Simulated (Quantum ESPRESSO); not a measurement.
# Collinear magnetic orders of BeCo with Quantum ESPRESSO, part 2 of 2

Does BeCo prefer parallel or opposed moments, or none?

Quantum ESPRESSO 7.5; BLYP; plane waves with GBRV 1.5 PBEsol potentials, no spin-orbit coupling.

So far, absolute magnetization (μB): step 2 (run 1 (ferro +)) 0.392.

### 5. Run 4, typed as antiferro q=(0,0,1/2) +−

This order needs a doubled cell of 4 atoms.

Contents of pw.in:

```
&CONTROL
  calculation = 'scf'
  prefix = 'pwscf'
  outdir = './tmp'
  pseudo_dir = './pseudo'
  disk_io = 'nowf'
/
&SYSTEM
  ibrav = 0
  celldm(1) = 8
  nat = 4
  ntyp = 3
  ecutwfc = 40
  ecutrho = 280
  nbnd = 30
  input_dft = 'blyp'
  occupations = 'smearing'
  smearing = 'fd'
  degauss = 0.00367493
  nspin = 2
  starting_magnetization(1) = 0
  starting_magnetization(2) = 0.1176
  starting_magnetization(3) = -0.1176
/
&ELECTRONS
  conv_thr = 8d-09
  electron_maxstep = 150
  mixing_beta = 0.3
/
ATOMIC_SPECIES
Be      9.0122 be_pbesol_v1.4.uspp.F.UPF
Co1    58.9332 co_pbesol_v1.2.uspp.F.UPF
Co2    58.9332 co_pbesol_v1.2.uspp.F.UPF
CELL_PARAMETERS alat
   0.6155782850968    0.0000000000000    0.0000000000000
   0.0000000000000    0.6155782850968    0.0000000000000
   0.0000000000000    0.0000000000000    1.2311565701937
ATOMIC_POSITIONS crystal
Be      0.0000000000    0.0000000000    0.0000000000
Be      0.0000000000    0.0000000000    0.5000000000
Co1     0.5000000000    0.5000000000    0.2500000000
Co2     0.5000000000    0.5000000000    0.7500000000
K_POINTS automatic
10 10 5 0 0 0
```

Launch:

```sh
OMP_NUM_THREADS=1 mpirun -n 2 pw.x -nk 2 -in pw.in > pw.out
```

The log of the run:

```text
     [... lines left out ...]
Program PWSCF v.7.5 starts
     [... lines left out ...]
     number of atoms/cell      =            4
     [... lines left out ...]
     number of electrons       =        42.00
     number of Kohn-Sham states=           30
     kinetic-energy cutoff     =      40.0000  Ry
     charge density cutoff     =     280.0000  Ry
     scf convergence threshold =      8.0E-09
     [... lines left out ...]
     16 Sym. Ops., with inversion, found ( 8 have fractional translation)
     [... lines left out ...]
     number of k points=    63  Fermi-Dirac smearing, width (Ry)=  0.0037
     [... lines left out ...]
     iteration # 22     ecut=    40.00 Ry     beta= 0.30
     [... lines left out ...]
     Magnetic moment per site  (integrated on atomic sphere of radius R)
     atom   1 (R=0.220)  charge=  3.1750  magn= -0.0001
     atom   2 (R=0.220)  charge=  3.1750  magn= -0.0001
     atom   3 (R=0.220)  charge= 15.1893  magn=  0.0015
     atom   4 (R=0.220)  charge= 15.1893  magn=  0.0021
     [... lines left out ...]
     the Fermi energy is    14.9545 ev
!    total energy              =    -653.33870149 Ry
     estimated scf accuracy    <          8.0E-09 Ry
     smearing contrib. (-TS)   =      -0.00244198 Ry
     [... lines left out ...]
     total magnetization       =     0.00 Bohr mag/cell
     absolute magnetization    =     0.00 Bohr mag/cell
     convergence has been achieved in  22 iterations
```

Wall time 40 s (2 MPI ranks of Arm Neoverse V2, shared host); peak memory 0.24 GiB.

This step gave:

```
smearing term TS       : 0.03322 eV
magnetization          : 0 μB
absolute magnetization : 0 μB
final state            : non-magnetic
largest moment         : 0 μB
```

### 6. Run 5 (no spin polarisation)

Contents of pw.in:

```
&CONTROL
  calculation = 'scf'
  prefix = 'pwscf'
  outdir = './tmp'
  pseudo_dir = './pseudo'
  disk_io = 'nowf'
/
&SYSTEM
  ibrav = 0
  celldm(1) = 8
  nat = 2
  ntyp = 2
  ecutwfc = 40
  ecutrho = 280
  nbnd = 17
  input_dft = 'blyp'
  occupations = 'smearing'
  smearing = 'fd'
  degauss = 0.00367493
/
&ELECTRONS
  conv_thr = 4d-09
  electron_maxstep = 150
  mixing_beta = 0.3
/
ATOMIC_SPECIES
Be      9.0122 be_pbesol_v1.4.uspp.F.UPF
Co     58.9332 co_pbesol_v1.2.uspp.F.UPF
CELL_PARAMETERS alat
   0.6155782850968    0.0000000000000    0.0000000000000
   0.0000000000000    0.6155782850968    0.0000000000000
   0.0000000000000    0.0000000000000    0.6155782850968
ATOMIC_POSITIONS crystal
Be      0.0000000000    0.0000000000    0.0000000000
Co      0.5000000000    0.5000000000    0.5000000000
K_POINTS automatic
10 10 10 0 0 0
```

The log of the run:

```text
     [... lines left out ...]
Program PWSCF v.7.5 starts
     [... lines left out ...]
     number of atoms/cell      =            2
     [... lines left out ...]
     number of electrons       =        21.00
     number of Kohn-Sham states=           17
     kinetic-energy cutoff     =      40.0000  Ry
     charge density cutoff     =     280.0000  Ry
     scf convergence threshold =      4.0E-09
     [... lines left out ...]
     48 Sym. Ops., with inversion, found
     [... lines left out ...]
     number of k points=    56  Fermi-Dirac smearing, width (Ry)=  0.0037
     [... lines left out ...]
     iteration # 15     ecut=    40.00 Ry     beta= 0.30
     [... lines left out ...]
     the Fermi energy is    14.9544 ev
!    total energy              =    -326.66935073 Ry
     estimated scf accuracy    <          8.2E-10 Ry
     smearing contrib. (-TS)   =      -0.00122097 Ry
     [... lines left out ...]
     convergence has been achieved in  15 iterations
```

Run time: 3.6 s. Hardware: 2 MPI ranks; peak memory 0.13 GiB.

Read from the output:

```yaml
smearing_term_ts: 0.01661 eV
final_state: non-magnetic (no spin polarisation)
```

### 7. Ranking

An order is kept where moments of 0.15 μB or more survive with the typed signs; meshes match where a doubled cell samples the same k points as the first cell.

Orders:

```tsv
start	final state	typed order kept	energy over the lowest (meV a seeded atom)	largest site moment (μB)	net moment (μB a cell of the first run)	mesh matched	CPU time (s)
ferro +	ferromagnetic	yes	0	0.3552	0.3302	yes	13.93
antiferro q=(1/2,1/2,1/2) +-	non-magnetic	no	2.055	0	0	yes	62.01
antiferro q=(0,1/2,1/2) +-	non-magnetic	no	2.098	6.40e-4	0	yes	95.99
antiferro q=(0,0,1/2) +-	non-magnetic	no	2.199	0.00213	0.00169	yes	80.24
no spin polarisation	non-magnetic	-	2.199	0	0	yes	7.14
```

### 8. The lowest state again, with its states saved

pw.in, as its differences from that of step 6:

```diff
@@ -5,3 +5,3 @@
   pseudo_dir = './pseudo'
-  disk_io = 'nowf'
+  disk_io = 'low'
 /
@@ -14,3 +14,3 @@
   ecutrho = 280
-  nbnd = 17
+  nbnd = 22
   input_dft = 'blyp'
@@ -19,2 +19,5 @@
   degauss = 0.00367493
+  nspin = 2
+  starting_magnetization(1) = 0
+  starting_magnetization(2) = 0.1176
 /
```

The log of the run:

```text
     [... lines left out ...]
Program PWSCF v.7.5 starts
     [... lines left out ...]
     number of atoms/cell      =            2
     [... lines left out ...]
     number of electrons       =        21.00
     number of Kohn-Sham states=           22
     kinetic-energy cutoff     =      40.0000  Ry
     charge density cutoff     =     280.0000  Ry
     scf convergence threshold =      4.0E-09
     [... lines left out ...]
     48 Sym. Ops., with inversion, found
     [... lines left out ...]
     number of k points=    56  Fermi-Dirac smearing, width (Ry)=  0.0037
     [... lines left out ...]
     iteration # 16     ecut=    40.00 Ry     beta= 0.30
     [... lines left out ...]
     Magnetic moment per site  (integrated on atomic sphere of radius R)
     atom   1 (R=0.220)  charge=  3.1755  magn= -0.0178
     atom   2 (R=0.220)  charge= 15.1863  magn=  0.3549
     [... lines left out ...]
     the Fermi energy is    14.9827 ev
!    total energy              =    -326.66951235 Ry
     estimated scf accuracy    <          1.3E-10 Ry
     smearing contrib. (-TS)   =      -0.00113975 Ry
     [... lines left out ...]
     total magnetization       =     0.33 Bohr mag/cell
     absolute magnetization    =     0.39 Bohr mag/cell
     convergence has been achieved in  16 iterations
```

Elapsed: 8.2 s, on 2 MPI ranks; peak memory 0.15 GiB; 16 s of CPU time.

This step gave:

```
smearing term TS       : 0.01551 eV
magnetization          : 0.33 μB
absolute magnetization : 0.391 μB
final state            : ferromagnetic
largest moment         : 0.3549 μB
```

### 9. Löwdin moments

projwfc.x projects the saved states on orthogonalised atomic orbitals of the pseudopotential files.

The log of the run:

```text
[banner, memory and clock lines left out]
Program PROJWFC v.7.5 starts

     [... lines left out ...]
     IMPORTANT: XC functional enforced from input :
     Exchange-correlation= BLYP
                           (   1   3   1   3   0   0   0)
     Any further DFT definition will be discarded
     Please, verify this is what you really want

     G-vector sticks info

     Check: negative core charge=   -0.000041

     Gaussian broadening (read from input): ngauss,degauss=   0    0.010000

     Calling projwave ....

  Problem Sizes
  natomwfc =           18
  nbnd     =           22
  nkstot   =          112
  npwx     =          536
  nkb      =           32

     Atomic states used for projection
     (read from pseudopotential files):

     state #   1: atom   1 (Be ), wfc  1 (l=0 m= 1)
     state #   2: atom   1 (Be ), wfc  2 (l=0 m= 1)
     state #   3: atom   1 (Be ), wfc  3 (l=1 m= 1)
     state #   4: atom   1 (Be ), wfc  3 (l=1 m= 2)
     state #   5: atom   1 (Be ), wfc  3 (l=1 m= 3)
     state #   6: atom   2 (Co ), wfc  1 (l=0 m= 1)
     state #   7: atom   2 (Co ), wfc  2 (l=1 m= 1)
     state #   8: atom   2 (Co ), wfc  2 (l=1 m= 2)
     state #   9: atom   2 (Co ), wfc  2 (l=1 m= 3)
     state #  10: atom   2 (Co ), wfc  3 (l=2 m= 1)
     state #  11: atom   2 (Co ), wfc  3 (l=2 m= 2)
     state #  12: atom   2 (Co ), wfc  3 (l=2 m= 3)
     state #  13: atom   2 (Co ), wfc  3 (l=2 m= 4)
     state #  14: atom   2 (Co ), wfc  3 (l=2 m= 5)
     state #  15: atom   2 (Co ), wfc  4 (l=0 m= 1)
     state #  16: atom   2 (Co ), wfc  5 (l=1 m= 1)
     state #  17: atom   2 (Co ), wfc  5 (l=1 m= 2)
     state #  18: atom   2 (Co ), wfc  5 (l=1 m= 3)

 [... projections of the bands left out ...]

Lowdin Charges:

     Atom #   1: total charge =   3.8358, s =  2.3595, p =  1.4763, d =  0.0000,
                 spin up      =   1.9018, s =  1.1765,
                 spin up      =   1.9018, p =  0.7252, pz=  0.2417, px=  0.2417, py=  0.2417,
                 spin up      =   1.9018, d =  0.0000, dz2=  0.0000, dxz=  0.0000, dyz=  0.0000, dx2-y2=  0.0000, dxy=  0.0000,
                 spin down    =   1.9340, s =  1.1830,
                 spin down    =   1.9340, p =  0.7510, pz=  0.2503, px=  0.2503, py=  0.2503,
                 spin down    =   1.9340, d =  0.0000, dz2=  0.0000, dxz=  0.0000, dyz=  0.0000, dx2-y2=  0.0000, dxy=  0.0000,
                 polarization =  -0.0322, s = -0.0064, p = -0.0258, d =  0.0000,
     Atom #   2: total charge =  17.1391, s =  2.2722, p =  7.0889, d =  7.7781,
                 spin up      =   8.7514, s =  1.1357,
                 spin up      =   8.7514, p =  3.5432, pz=  1.1811, px=  1.1811, py=  1.1811,
                 spin up      =   8.7514, d =  4.0725, dz2=  0.7212, dxz=  0.8767, dyz=  0.8767, dx2-y2=  0.7212, dxy=  0.8767,
                 spin down    =   8.3876, s =  1.1365,
                 spin down    =   8.3876, p =  3.5456, pz=  1.1819, px=  1.1819, py=  1.1819,
                 spin down    =   8.3876, d =  3.7055, dz2=  0.6750, dxz=  0.7852, dyz=  0.7852, dx2-y2=  0.6750, dxy=  0.7852,
                 polarization =   0.3638, s = -0.0008, p = -0.0024, d =  0.3670,
     Spilling Parameter:   0.0012
```

Elapsed: 1.1 s, on 2 MPI ranks; peak memory 0.05 GiB; 2.3 s of CPU time.

```tsv
atom	moment in the sphere (μB)	Löwdin moment (μB)	Löwdin charge (e)
Be1	-0.018	-0.032	3.836
Co2	0.355	0.364	17.139
```

### 10. Summary of results

- lowest state found: ferromagnetic (from ferro +)
- largest site moment: 0.355 μB
- state without moments: 2.06 meV a seeded atom higher

**Reading.** At this level spin polarisation gains little. 3 starts lost their moments. The largest moment reads 0.35 μB in the sphere and 0.36 μB by Löwdin projection; a site moment hangs on how space is shared out. This is the lowest of 5 collinear or spinless starts, no proof of the ground state. The pseudopotentials were made with another functional, an inconsistency that can move energies.

[Logs and program files are shortened in this print: banners, set-up blocks, solver, clock and traceback lines can be left out without a mark of their own.]

[Logs are printed without paths, hosts, clocks, repeated set-up lines and the standing remarks that a program may print on its own settings, such as how far it seeks lower states.]

[Hosts, paths, dates, database ids (printed as entryN), source tags and the programs' standing remarks are cut or masked in the printed files.]

[Where a cell is said to come from a database of computed structures, the database is the Materials Project.]
